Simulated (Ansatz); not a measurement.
NiSb (P6_3/mmc): the Drude term of Re ε in the infrared

Re ε of NiSb (P6_3/mmc) along x at low photon energies is read from one computed spectrum; the carriers' damping was typed as γ = 0.05 eV. x, y and z are the Cartesian axes of the input cell.

Cell: a, b, c = 3.928, 3.928, 5.120 Å (primitive vectors), 4 atoms.

Method: Ansatz 0.2.0, PBE, independent particles, k-mesh 12×12×7 with interpolation inside its cells, Gaussian parameter 0.15 eV.

Launch of the response step: `ansatz run input.yaml --threads 4 --pin off --max-ram 8192MiB --backend cpu --events-out ev --progress --plain --runs-dir out`. The run took 97 s, on 4 threads of Intel(R) Xeon(R) Platinum 8488C (Sapphire Rapids), with other jobs on the host.

| photon energy E (eV) | wavelength (µm) | Re ε |
| --- | --- | --- |
| 0.25 | 4.96 | -563.9 |
| 0.30 | 4.13 | -384.8 |
| 0.35 | 3.54 | -279.7 |
| 0.40 | 3.10 | -215.0 |
| 0.50 | 2.48 | -144.7 |
| 0.60 | 2.07 | -105.7 |
| 0.70 | 1.77 | ? |

A Drude term over a constant background gives Re ε = ε_b − ωp²/(E² + γ²), linear in 1/(E² + γ²).

Working, on the rows shown:

| x = 1/(E² + γ²) (eV⁻²) | y = Re ε |
| --- | --- |
| 15.3846 | -563.9 |
| 10.8108 | -384.8 |
| 8 | -279.7 |
| 6.15385 | -215 |
| 3.9604 | -144.7 |
| 2.75862 | -105.7 |

Means: x̄ = 7.8447, ȳ = -282.3. Σ(x − x̄)(y − ȳ) = -3973, Σ(x − x̄)² = 109.5. Slope = -3973 / 109.5 = -36.29; intercept = ȳ − slope · x̄ = 2.388. The line misses the rows shown by at most 8.2.

**Question.** Fill in the last column of the withheld row.

**Answer.** At x = 2.0305 the line gives y = -71.298. The run gave -77.8, so the extrapolation is off by 6.5, 1.3 % of the range in the table.

Refitted with all rows, the slope is -36.06 and the intercept -0.18226. These give ωp = √(−slope) = 6.00 eV, against 6.50 eV from the program's Fermi-surface sum, and an intercept of -0.2. Taking the program's Drude term off the rows leaves 86 at the lowest energy and 8 at the highest, so the background isn't constant: interband transitions lie in or near the window, and neither fitted number can be trusted. The cell comes from an older database entry, whose edges can be off by a per cent or so. The values come from a sum over the points of one k-mesh and carry its error, which is largest for Fermi-surface quantities. Spin-orbit coupling is left out.
